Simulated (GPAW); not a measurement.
# CaC2 (Immm): G0W0 with GPAW, start to end, part 2 of 2

How does a plane-wave GW calculation on CaC2 (Immm) run from the first input to the gap?

GPAW 26.7.0; LDA and many-body steps on it, plane waves. Known limits of the many-body steps: not at the basis limit; coarse k mesh.

So far. Step 3 (Bands along the symmetry lines): The gap is 2.270 eV, +0.004 eV from the run before at this level. Step 4 (Empty states on the mesh, 4×4×4 mesh, 238 bands): On this mesh the gap is 2.266 eV.

### 5. Screening and self-energy, 4×4×4 mesh, 106 bands, screening to 96 eV

G0W0 replaces the xc potential by the self-energy, built once from these orbitals. Only a window of levels is corrected, while the sums run over the empty bands that the input names.

This step: G0W0 on LDA, plane waves, PAW.

run.py reads:

```python
import json
import numpy as np
from gpaw.mpi import world
from gpaw.response.g0w0 import G0W0

gw = G0W0('full.gpw',
    filename='gw',
    kpts=[0, 3],
    bands=(7, 11),
    ecut=96,
    nbands=106,
    integrate_gamma='WS',
    ppa=True)
gw.calculate()
res = {mode: {k: v for k, v in r.items() if k != 'sigma_eskwn'}
       for mode, r in gw.all_results.items()}

if world.rank == 0:
    with open('result.json', 'w') as f:
        json.dump(res, f, default=lambda x: x.tolist())
```

Launch:

```sh
mpirun -n 4 gpaw python run.py
```

Numbers of over 12 decimals in the logs are rounded to 6 here.

The log of the run:

```text
Using integrator: PointIntegrator
FrequencyGridDescriptor(from 0.000+0.000j to 0.000+27.211j eV, 2 points)
Nonperiodic BCs:  [False False False]
Using integrator: PointIntegrator
FrequencyGridDescriptor(from 0.000+0.000j to 0.000+27.211j eV, 2 points)
Nonperiodic BCs:  [False False False]
  ___  _ _ _
 |   || | | |
 | | || | | |
 |__ ||_____|
 |___|

BZ k-points: Symmetries present (total): 8

  [... matrices ...]
64 k-points: 4 x 4 x 4 Monkhorst-Pack grid + [1/8,1/8,1/8]
18 k-points in the irreducible part of the Brillouin zone
       k-points in crystal coordinates                weights
   0:     0.00000000    0.00000000    0.00000000          1/64
   1:     0.25000000   -0.25000000   -0.25000000          2/64
   2:     0.25000000   -0.25000000    0.00000000          4/64
   3:     0.25000000   -0.25000000    0.25000000          2/64
   4:     0.25000000    0.00000000   -0.25000000          4/64
   5:     0.25000000    0.00000000    0.00000000          4/64
   6:     0.25000000    0.25000000   -0.25000000          2/64
   7:     0.25000000    0.25000000    0.25000000          2/64
   8:     0.50000000    0.00000000    0.00000000          2/64
   9:     0.50000000    0.00000000    0.25000000          8/64
          ...
  17:     0.50000000    0.50000000    0.50000000          1/64

Distributing spins, k-points and bands (1 x 2 x 4) over 4 processes
Number of blocks: 1

Quasi particle states:
k-points (IBZ indices): [0, 3]
Band range: (7, 11)
  [... matrices ...]
Computational parameters:
Plane wave cut-off: 96 eV
Number of bands: 106
Coulomb cutoff: None
Broadening: 0.1 eV

fxc modes: GW
Kernel: RPA
Using Godby-Needs plasmon-pole approximation:
  Fitting energy: i*E0, E0 = 1.000 Hartree
Summing all q:

Calculating screened Coulomb potential
No Coulomb truncation
FrequencyGridDescriptor(from 0.000+0.000j to 0.000+27.211j eV, 2 points)
Removing empty qpoint cache files...

Calculating chi0 body with:
    Ground state adapter containing:
    Number of spins: 1
    Number of kpoints: 64
    Number of irreducible kpoints: 18
    Number of completely occupied states: 9
    Number of partially occupied states: 9
    Occupied states memory: 1.8984375 M / cpu

    Linear response parametrization:
    q_c: [0.0, 0.0, 0.0]
    Number of frequency points: 2
    Planewave cutoff: 96.0
    Number of bands: 106
    Number of planewaves: 105
    Broadening (eta): 1e-06
    comm.size: 4
    kncomm.size: 4
    blockcomm.size: 1

    Memory estimate of potentially large arrays:
        chi0_wGG: 0.336456 M / cpu
Integrating chi0 body.

Symmetries of q_c:
    Direct symmetries (Uq -> q): 8
    Indirect symmetries (TUq -> q): 0
In total 8 allowed symmetries.

  [... matrices ...]
18 groups of equivalent kpoints. 71.875% reduction.

Integral kind: response function
Integrating chi0 head and wings.

Symmetries of q_c:
    Direct symmetries (Uq -> q): 8
    Indirect symmetries (TUq -> q): 0
In total 8 allowed symmetries.

  [... matrices ...]
18 groups of equivalent kpoints. 71.875% reduction.

Integral kind: response function wings

Calculating chi0 body with:
    Ground state adapter containing:
    Number of spins: 1
    Number of kpoints: 64
    Number of irreducible kpoints: 18
    Number of completely occupied states: 9
    Number of partially occupied states: 9
    Occupied states memory: 1.8984375 M / cpu

    Linear response parametrization:
[... the further q-points ...]

Results:
f:      Occupation numbers
eps:     KS-eigenvalues [eV]
vxc:     KS vxc [eV]
exx:     Exact exchange [eV]
sigma:   Self-energies [eV]
dsigma:  Self-energy derivatives
Z:       Renormalization factors
qp:      QP-energies [eV]

k-point 0 (0): (0.000, 0.000, 0.000)                GW
band       f     eps     vxc     exx   sigma  dsigma       Z      qp
                                                                   GW
   7   1.000   1.704 -14.868 -17.411   1.586  -0.269   0.788   0.950
   8   1.000   1.965 -14.713 -17.212   1.557  -0.272   0.786   1.224
   9   0.000   4.520 -12.227  -6.935  -3.417  -0.222   0.819   6.055
  10   0.000   5.784 -14.108  -8.261  -3.553  -0.231   0.813   7.649

k-point 1 (3): (0.250, -0.250, 0.250)                GW
band       f     eps     vxc     exx   sigma  dsigma       Z      qp
                                                                   GW
   7   1.000   1.324 -14.263 -16.971   1.747  -0.276   0.783   0.571
   8   1.000   2.255 -15.707 -19.564   2.949  -0.280   0.781   1.545
   9   0.000   6.301 -13.416  -7.562  -3.836  -0.236   0.809   7.934
  10   0.000   7.458 -13.796  -6.780  -4.433  -0.219   0.820   9.578
```

The job ended after 44 s (4 MPI ranks of Arm Neoverse V2, shared host; peak memory 1 GiB; 2.9 min of CPU time).

This step gave:

| Quantity | Value |
| --- | --- |
| G0W0 gap on the points computed | 4.510 eV |
| least direct G0W0 gap on the computed points | 4.831 eV |
| Z at the valence top | 0.7811 |
| Z at the conduction bottom | 0.8185 |
| starting gap on the mesh | 2.266 eV |
| k of the valence top | 0.25, -0.25, 0.25 |
| k of the conduction bottom | 0, 0, 0 |

The gap on the mesh goes from 2.27 eV to 4.51 eV, a correction of +2.24 eV.

Limits: finite bands, cutoff and mesh; coarse k mesh. v1 is the top filled band, c1 the lowest empty one. Levels before and after the correction, in eV, zero at the valence-band top of each column:

```
           conduction bottom  valence top
Kohn-Sham               2.27         0.00
     G0W0               4.51         0.00
```

```
                          level  energy (eV)
Kohn-Sham                  Γ v2       -0.550
Kohn-Sham                  Γ v1       -0.290
Kohn-Sham                  Γ c1        2.266
Kohn-Sham                  Γ c2        3.530
Kohn-Sham  (0.25 -0.25 0.25) v2       -0.931
Kohn-Sham  (0.25 -0.25 0.25) v1        0.000
Kohn-Sham  (0.25 -0.25 0.25) c1        4.046
Kohn-Sham  (0.25 -0.25 0.25) c2        5.204
     G0W0                  Γ v2       -0.595
     G0W0                  Γ v1       -0.321
     G0W0                  Γ c1        4.510
     G0W0                  Γ c2        6.104
     G0W0  (0.25 -0.25 0.25) v2       -0.974
     G0W0  (0.25 -0.25 0.25) v1        0.000
     G0W0  (0.25 -0.25 0.25) c1        6.389
     G0W0  (0.25 -0.25 0.25) c2        8.032
```

### 6. Where the time went

Times are wall times on 4 MPI ranks of Arm Neoverse V2, shared host, good to a factor of about two.

```
                          step  time  share  memory (GiB)
                  ground state  16 s   17 %          0.69
bands along the symmetry lines  11 s   11 %          0.75
      empty states on the mesh  26 s   27 %           1.6
     screening and self-energy  44 s   45 %           1.0
```

### 7. What came out

| Quantity | Value |
| --- | --- |
| LDA gap | 2.27 eV, indirect |
| G0W0 gap on the mesh | 4.51 eV |
| GW settings | 4×4×4 mesh, 106 bands, screening to 96 eV, Godby-Needs plasmon pole |
| known limits | not at the basis limit; coarse k mesh |

In words: G0W0 moves the gap on the mesh from 2.27 eV to 4.51 eV (+2.24 eV), with Z of 0.78 and 0.82 at the edges. Only 2 of the mesh's irreducible points were corrected, so a valley elsewhere could overtake. The dearest step here is «screening and self-energy». Bands and cutoff are finite, so the gap is not at the basis limit. The miss can reach some tenths of an eV and take either sign; the mesh is an error of its own. These stock PAW sets were not made for GW. In the G0W0 run levels were corrected at 2 k points alone, so a gap called «on the mesh» is the least over those, and an edge elsewhere would be missed. The 4×4×4 mesh is coarse for this cell, which bears on the long-range parts of exchange and screening.

[Paths, hosts, dates, memory and timing lines, banners, echoed tables and standing remarks are left out of the program output.]

[Logs are printed without paths, hosts, clocks, repeated set-up lines and the standing remarks that a program may print on its own settings, such as how far it seeks lower states.]

[Runs of the session that timed out or met a known fault of the program may be left out.]

[Hosts, paths, dates, database ids (printed as entryN), source tags and the programs' standing remarks are cut or masked in the printed files.]
